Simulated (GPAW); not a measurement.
# Geometry or basis: what sets the conductance of a Mo chain with one H atom in line, part 2 of 2

Aim: the conductance of a Mo chain with one H atom in line after relaxation, and whether geometry, basis or functional moves it most.

GPAW 26.7.0; GPAW LCAO, PAW setups; relaxation of the junction within the symmetry of its start, lead ends held (the session's first sound run).

So far, transmission at the Fermi level (one spin): step 3 (double-zeta polarised basis) 0.736; step 4 (basis szp(dzp)) 0.712.

### 5. GPAW, sz: basis = "sz(dzp)"

One function for each valence shell of the setup, as for a first survey of a large system.

Input file run.py:

```python
import json
import numpy as np
from ase import Atoms
from ase.transport.calculators import TransportCalculator
from gpaw import GPAW, FermiDirac
from gpaw.lcao.tools import get_lcao_hamiltonian
from scipy.linalg import eigh

# The junction with lead layers at both ends, along the third cell vector
device = Atoms(
    ['Mo', 'Mo', 'Mo', 'Mo', 'Mo', 'Mo', 'Mo', 'Mo', 'H', 'Mo', 'Mo', 'Mo', 'Mo', 'Mo', 'Mo', 'Mo', 'Mo'],
    positions=[
        [4.50000, 4.50000, 1.12500],
        [4.50000, 4.50000, 3.37500],
        [4.50000, 4.50000, 5.62500],
        [4.50000, 4.50000, 7.87500],
        [4.50000, 4.50000, 10.12500],
        [4.50000, 4.50000, 12.37500],
        [4.50000, 4.50000, 14.62500],
        [4.50000, 4.50000, 16.61929],
        [4.50000, 4.50000, 18.25640],
        [4.50000, 4.50000, 19.89351],
        [4.50000, 4.50000, 21.88780],
        [4.50000, 4.50000, 24.13780],
        [4.50000, 4.50000, 26.38780],
        [4.50000, 4.50000, 28.63780],
        [4.50000, 4.50000, 30.88780],
        [4.50000, 4.50000, 33.13780],
        [4.50000, 4.50000, 35.38780]],
    cell=[[9.0, 0.0, 0.0], [0.0, 9.0, 0.0], [0.0, 0.0, 36.5128]],
    pbc=True)

# One principal layer of the lead: the first 5 atoms of the device
lead = Atoms(
    ['Mo', 'Mo', 'Mo', 'Mo', 'Mo'],
    positions=[
        [4.50000, 4.50000, 1.12500],
        [4.50000, 4.50000, 3.37500],
        [4.50000, 4.50000, 5.62500],
        [4.50000, 4.50000, 7.87500],
        [4.50000, 4.50000, 10.12500]],
    cell=[[9.0, 0.0, 0.0], [0.0, 9.0, 0.0], [0.0, 0.0, 11.25]],
    pbc=True)

settings = dict(mode='lcao', basis='sz(dzp)', xc='PBE', h=0.2,
                occupations=FermiDirac(0.1), maxiter=250,
                mixer=dict(beta=0.1, nmaxold=8, weight=100.0),
                convergence=dict(density=0.0001))
energies = np.arange(-2, 2 + 1e-9, 0.025)
eta = 0.0001
n1, n2 = 1, 1
# k and -k transmit alike, so half of the mesh across the current serves
mesh = [(i, j) for i in range(n1) for j in range(n2) if (i, j) <= (-i % n1, -j % n2)]
weights = np.array([1 if (i, j) == (-i % n1, -j % n2) else 2 for i, j in mesh]) / (n1 * n2)


def ground_state(atoms, size, txt):
    atoms.calc = GPAW(kpts={'size': size, 'gamma': True}, symmetry={'tolerance': 1e-3}, txt=txt, **settings)
    atoms.get_potential_energy()
    return atoms.calc.get_fermi_level()


def blocks(atoms, fermi, points, nz, cells):
    """H - E_F S and S between cell 0 and the cells above it, at each point across the current."""
    kz = np.arange(nz) / nz
    calc = atoms.calc.fixed_density(kpts=[(*k, z) for k in points for z in kz], symmetry='off', txt=None)
    H, S = get_lcao_hamiltonian(calc)
    H = (H - fermi * S).reshape(len(H), len(points), nz, *S.shape[1:])
    S = S.reshape(H.shape[1:])
    phases = [np.exp(-2j * np.pi * kz * R) / nz for R in cells]
    return [(np.einsum('skzij,z->ksij', H, p), np.einsum('kzij,z->kij', S, p)) for p in phases]


def pair(a, b):
    return np.block([[a, b], [b.T.conj(), a]])


def count_channels(h, s, cells, nk=240):
    """Half the number of times that the lead's bands cross each energy, unfolded to its shortest repeat."""
    b = len(h) // cells
    bands = []
    for k in (np.arange(nk + 1) + 0.5) / nk:
        hk, sk = h[:b, :b].copy(), s[:b, :b].copy()
        for R in range(1, cells):
            phase, block = np.exp(2j * np.pi * k * R), slice(R * b, (R + 1) * b)
            hk += h[:b, block] * phase + (h[:b, block] * phase).T.conj()
            sk += s[:b, block] * phase + (s[:b, block] * phase).T.conj()
        w, u = eigh(sk)
        x = u[:, w > 1e-5] / w[w > 1e-5]**0.5  # drop near-dependent combinations
        bands.append(np.r_[eigh(x.T.conj() @ hk @ x, eigvals_only=True), [1e9] * (w <= 1e-5).sum()])
    below = np.array(bands)[:, :, None] < energies
    return (below[1:] != below[:-1]).sum((0, 1)) / 2


fermi_lead = ground_state(lead, (1, 1, 10), 'lead.txt')
fermi_device = ground_state(device, (1, 1, 2), 'device.txt')
T, channels, eigen, tail, misfit, shifts = [], [], [], 0.0, 0.0, []
for first in range(0, len(mesh), 384):
    points = [(i / n1, j / n2) for i, j in mesh[first:first + 384]]
    (H0k, S0k), (H1k, S1k), (H2k, _) = blocks(lead, fermi_lead, points, 5, range(3))
    [(Hk, Sk)] = blocks(device, fermi_device, points, 2, [0])
    tail = max(tail, abs(H2k).max())
    for H0, S0, H1, S1, H, S in zip(H0k, S0k, H1k, S1k, Hk, Sk):
        n = len(S0)
        # Shift the lead onto the potential of the device's first layer
        shift = ((H[:, 0, 0] - H0[:, 0, 0]) / S0[0, 0]).real.mean()
        shifts.append(shift)
        misfit = max(misfit, abs(H[:, :n, :n] - H0 - shift * S0).max())
        Tk, Ck, Ek = [], [], []
        for s in range(len(H)):
            t = s % len(H0)  # a lead without moments serves both spins
            h1, s1 = pair(H0[t] + shift * S0, H1[t] + shift * S1), pair(S0, S1)
            leads = dict(h1=h1, s1=s1, energies=energies, eta=eta, eta1=eta, eta2=eta)
            calc = TransportCalculator(h=H[s], s=S, eigenchannels=3, **leads)
            Tk.append(calc.get_transmission())
            Ek.append(np.sort(calc.eigenchannels_ne, axis=0)[::-1])
            Ck.append(count_channels(h1, s1, 10))
        T.append(Tk)
        channels.append(Ck)
        eigen.append(Ek)
T, channels = np.array(T), np.array(channels)
mean, open_channels = np.einsum('kse,k->se', T, weights), np.einsum('kse,k->se', channels, weights)

print(f'basis functions: device {len(S)}, principal layer {n}')
print(f'Fermi level: lead {fermi_lead:.4f} eV, device {fermi_device:.4f} eV; lead shifted by {np.mean(shifts):.4f} eV')
print(f'largest coupling past the next layer {tail:.2e} eV, largest misfit of the first layer {misfit:.3f} eV')
print('  E-E_F (eV)   ' + 'T (one spin)  channels')
for e, t, c in zip(energies, mean.T, open_channels.T):
    print(f'{e:10.3f}  ', *[f'{x:11.4e}' for x in t], *[f'{x:9.4f}' for x in c])

kT = 8.617333e-5 * 300
fine = np.linspace(energies[0], energies[-1], 4001)
both = np.exp(np.interp(fine, energies, np.log(np.maximum(mean.sum(0) * 2 / len(mean), 1e-30))))
fermi = lambda mu: 1 / (1 + np.exp(np.clip((fine - mu) / kT, -200, 200)))
slope = fermi(0) * (1 - fermi(0)) / kT
G = np.trapezoid(both * slope, fine) / 2
seebeck = -np.trapezoid(both * slope * fine, fine) / (2 * G * 300) * 1e6
print(f'conductance at 300 K: {G:.5g} G0 a cell; thermopower {seebeck:.4g} uV/K')
bias = [0.1, 0.2, 0.5, 1.0, 1.5, 2.0]
current = [38.74 * np.trapezoid(both * (fermi(V / 2) - fermi(-V / 2)), fine) for V in bias]
for V, I in zip(bias, current):
    print(f'current from the zero-bias T(E) at {V} V: {I:.5g} uA')
zero = abs(energies).argmin()
json.dump(dict(energies=energies.tolist(), T=mean.tolist(), channels=open_channels.tolist(), G=G, seebeck=seebeck,
               bias=bias, current=current, tail=tail, misfit=misfit, shift=np.mean(shifts), n_device=len(S), n_lead=n,
               fermi=[fermi_lead, fermi_device], energy=device.get_potential_energy(),
               moments=device.get_magnetic_moments().tolist(), mesh=mesh, weights=weights.tolist(),
               T_k=T[:, :, zero].tolist(), eigen=np.array(eigen[0]).tolist()), open('result.json', 'w'))
```

Started as:

```console
$ OMP_NUM_THREADS=1 OPENBLAS_NUM_THREADS=1 python run.py
```

Wall time 1.7 min (1 thread of Arm Neoverse V1, shared host); peak memory 1.4 GiB.

Numbers from this step:

```yaml
conductance: 0.6970 G₀
largest_coupling_past_the_next_principal_layer: 2.78e-5 eV
largest_misfit_of_the_first_principal_layer: 0.1323 eV
shift_that_aligns_the_lead: -0.01415 eV
basis_functions_of_the_junction: 209
basis_functions_of_a_principal_layer: 65
transmission_at_the_fermi_level_one_spin: 0.6969
```

One spin. Table of transmission, zone mean by energy, zero at the Fermi level:

```
energy (eV)  transmission, zone mean
     -2.000                    0.709
     -1.900                    0.608
     -1.800                    0.467
     -1.700                    0.297
     -1.600                    0.142
     -1.500                   0.0688
     -1.400                   0.0998
     -1.300                    0.174
     -1.200                    0.320
     -1.100                    0.357
     -1.000                    0.390
     -0.900                    0.427
     -0.800                    0.465
     -0.700                    0.500
     -0.600                    0.520
     -0.500                    0.543
     -0.400                    0.568
     -0.300                    0.596
     -0.200                    0.627
     -0.100                    0.662
      0.000                    0.697
      0.100                    0.730
      0.200                    0.768
      0.300                    0.806
      0.400                    0.846
      0.500                    0.888
      0.600                    0.931
      0.700                    0.977
      0.800                     1.03
      0.900                     1.09
      1.000                     1.17
      1.100                     1.28
      1.200                     1.55
      1.250                     1.81
      1.300                     1.25
      1.400                     1.33
      1.500                     1.42
      1.600                     1.52
      1.700                     1.65
      1.800                     1.79
      1.900                     1.96
      2.000                     2.15
```

The conductance, 0.697 G₀, lies 5.3 % below that of the dzp run.

### 6. revPBE in the dzp basis: xc = "revPBE"

Back in the dzp basis, the functional changes from PBE to revPBE, to set the spread between functionals beside that between bases.

Changes to run.py since step 5:

```diff
@@ -44,3 +44,3 @@
 
-settings = dict(mode='lcao', basis='sz(dzp)', xc='PBE', h=0.2,
+settings = dict(mode='lcao', basis='dzp', xc='revPBE', h=0.2,
                 occupations=FermiDirac(0.1), maxiter=250,
```

It took 4.9 min on 1 thread; peak memory 1.5 GiB.

This step gave:

```
conductance                                    : 0.7194 G₀
largest coupling past the next principal layer : 2.83e-5 eV
largest misfit of the first principal layer    : 0.1273 eV
shift that aligns the lead                     : -0.009941 eV
basis functions of the junction                : 469
basis functions of a principal layer           : 145
transmission at the Fermi level (one spin)     : 0.7193
```

The conductance, 0.719 G₀, lies 2.3 % below that of the dzp run.

### 7. The structure as built: geometry = "as built"

The dzp basis with PBE on the structure as first built shows what the relaxation was worth.

Changes to run.py since step 6:

```diff
@@ -19,5 +19,5 @@
         [4.50000, 4.50000, 14.62500],
-        [4.50000, 4.50000, 16.61929],
+        [4.50000, 4.50000, 16.87500],
         [4.50000, 4.50000, 18.25640],
-        [4.50000, 4.50000, 19.89351],
+        [4.50000, 4.50000, 19.63780],
         [4.50000, 4.50000, 21.88780],
@@ -44,3 +44,3 @@
 
-settings = dict(mode='lcao', basis='dzp', xc='revPBE', h=0.2,
+settings = dict(mode='lcao', basis='dzp', xc='PBE', h=0.2,
                 occupations=FermiDirac(0.1), maxiter=250,
```

Wall time 5.4 min (1 thread); peak memory 1.5 GiB.

Numbers from this step:

* conductance: 3.862 G₀
* largest coupling past the next principal layer: 2.80e-5 eV
* largest misfit of the first principal layer: 0.03834 eV
* shift that aligns the lead: 0.002991 eV
* transmission at the Fermi level (one spin): 3.864

The conductance, 3.86 G₀, lies a factor of 5.2 above that of the dzp run.

### 8. The ladder

Times are for 1 thread of Arm Neoverse V1, shared host. The series side by side:

```
no.         run  conductance (G₀)     time  memory (GiB)
  1         dzp            0.7362    5 min           1.5
  2         szp            0.7116  2.6 min           1.4
  3          sz            0.6970  1.7 min           1.4
  4  dzp revPBE            0.7194  4.9 min           1.5
  5     asbuilt             3.862  5.4 min           1.5
```

### 9. The levels side by side

The curves are compared point by point over the common energies.

This step: comparison of transmission and cost over codes, levels and geometry (GPAW 26.7.0).

Ladder, by row:

```
      step  code  T at the Fermi level (sum over the listed spins)  conductance (G0)  r.m.s. T(E) from the first  wall time (s)  peak memory (GiB)  threads
       dzp  GPAW                                            0.7361            0.7362                           0          297.4               1.51        1
       szp  GPAW                                            0.7116            0.7116                       0.305          155.3               1.42        1
        sz  GPAW                                            0.6969             0.697                      0.3122          103.3               1.35        1
dzp-revPBE  GPAW                                            0.7193            0.7194                      0.1209          293.6                1.5        1
   asbuilt  GPAW                                             3.864             3.862                       2.272          322.4               1.51        1
```

Transmission, zone mean, sum over the listed spins against energy, zero at the Fermi level:

```
energy (eV)     dzp     szp      sz  dzp-revPBE  asbuilt
     -2.000   0.471   0.732   0.709       0.505     1.80
     -1.800  0.0898   0.451   0.467       0.111     1.84
     -1.600   0.137   0.118   0.142       0.120     1.84
     -1.500   0.912  0.0667  0.0688       0.105     2.61
     -1.475   0.277  0.0702  0.0679        1.01     1.87
     -1.400   0.319   0.108  0.0998       0.307     2.09
     -1.200   0.394   0.329   0.320       0.387     2.38
     -1.000   0.435   0.399   0.390       0.430     2.53
     -0.800   0.484   0.469   0.465       0.478     2.68
     -0.600   0.542   0.525   0.520       0.534     3.23
     -0.400   0.597   0.574   0.568       0.586     3.59
     -0.200   0.663   0.638   0.627       0.648     3.82
      0.000   0.736   0.712   0.697       0.719     3.86
      0.200   0.813   0.788   0.768       0.795     3.84
      0.400   0.897   0.871   0.846       0.878     3.79
      0.600   0.991   0.963   0.931       0.971     3.74
      0.800    1.10    1.07    1.03        1.08     3.63
      1.000    1.24    1.21    1.17        1.22     3.48
      1.200    1.47    1.52    1.55        1.44     3.25
      1.250    1.58    1.71    1.81        1.55     3.16
      1.275    1.65    1.86    1.32        1.63     3.11
      1.325    1.76    1.35    1.27        1.68     3.01
      1.400    1.58    1.42    1.33        1.52     2.95
      1.600    1.98    1.66    1.52        1.88     2.96
      1.800    2.85    1.96    1.79        2.69     2.95
      1.825    2.86    2.01    1.83        2.84     2.96
      1.850    2.53    2.05    1.87        2.87     2.96
      2.000    1.00    2.43    2.15       0.990     1.38
```

### 10. Other settings

One more run, with changed settings.

This step: GPAW LCAO, PAW setups; Landauer transmission from Green's functions with principal layers (ASE), zero bias (GPAW 26.7.0).

Changes to run.py since step 7:

```diff
@@ -19,5 +19,5 @@
         [4.50000, 4.50000, 14.62500],
-        [4.50000, 4.50000, 16.87500],
+        [4.50000, 4.50000, 16.61929],
         [4.50000, 4.50000, 18.25640],
-        [4.50000, 4.50000, 19.63780],
+        [4.50000, 4.50000, 19.89351],
         [4.50000, 4.50000, 21.88780],
@@ -45,3 +45,3 @@
 settings = dict(mode='lcao', basis='dzp', xc='PBE', h=0.2,
-                occupations=FermiDirac(0.1), maxiter=250,
+                occupations=FermiDirac(0.1), maxiter=75,
                 mixer=dict(beta=0.1, nmaxold=8, weight=100.0),
@@ -49,3 +49,3 @@
 energies = np.arange(-2, 2 + 1e-9, 0.025)
-eta = 0.0001
+eta = 0.2
 n1, n2 = 1, 1
```

Wall time 4.4 min (1 thread); peak memory 1.5 GiB.

The run finished. A setting was moved off its sound value on purpose, so it serves as a test and not as the result.

The fault put into the input: a broadening of tenths of an eV (eta = 0.2).

The two runs compared:

```
                                  quantity  this run  sound run  difference
                          conductance (G₀)    290.78    0.73621         290
transmission at the Fermi level (one spin)    290.76    0.73613         290
```

The two runs differ clearly in the transmission at the Fermi level (one spin): 291 against 0.736.

### 11. Results

| Quantity | Value |
| --- | --- |
| conductance | 0.736 G₀ |
| transmission at the Fermi level, mean of the spins | 0.736 |

**Reading.** In the dzp basis the junction conducts 0.736 G₀ at 300 K, with T = 0.736 a spin at the Fermi level; the sz basis reaches that conductance within 10 %. Relaxation moved atoms by up to 0.26 Å and took the conductance from 3.86 to 0.736 G₀, as a ratio a larger change than the step from dzp to the minimal basis. At the Fermi level the three most open eigenchannels pass 0.39, 0.12 and 0.12. Measured against the first run (dzp), the nearest curve is that of dzp-revPBE (r.m.s. 0.12) and the farthest that of asbuilt (2.3). Over the compared runs wall time goes from 103 s (sz) to 322 s (asbuilt), on a shared host. The leads kept an estimated spacing and the cell its length, so the junction may be under some tension or compression. The geometry comes from the orbital basis, which tends to overbind, and kept the symmetry of the start, so a structure of lower symmetry may lie lower. The run had no spin polarisation, so a magnetic state, which chains and small molecules with open shells often have, wasn't tested. An evenly spaced straight chain is an idealisation: free chains tend to dimerise, zigzag or, where a band edge lies near the Fermi level, turn magnetic. The currents use the zero-bias T(E) throughout, which holds only while the bias is small against the distance to the nearest feature. The thermopower isn't quoted: it samples T(E) farther from the Fermi level than the conductance does, and the energy grid wasn't tested for it.

[Logs are printed without paths, hosts, clocks, repeated set-up lines and the standing remarks that a program may print on its own settings, such as how far it seeks lower states.]

[Hosts, paths, dates, database ids (printed as entryN), source tags and the programs' standing remarks are cut or masked in the printed files.]
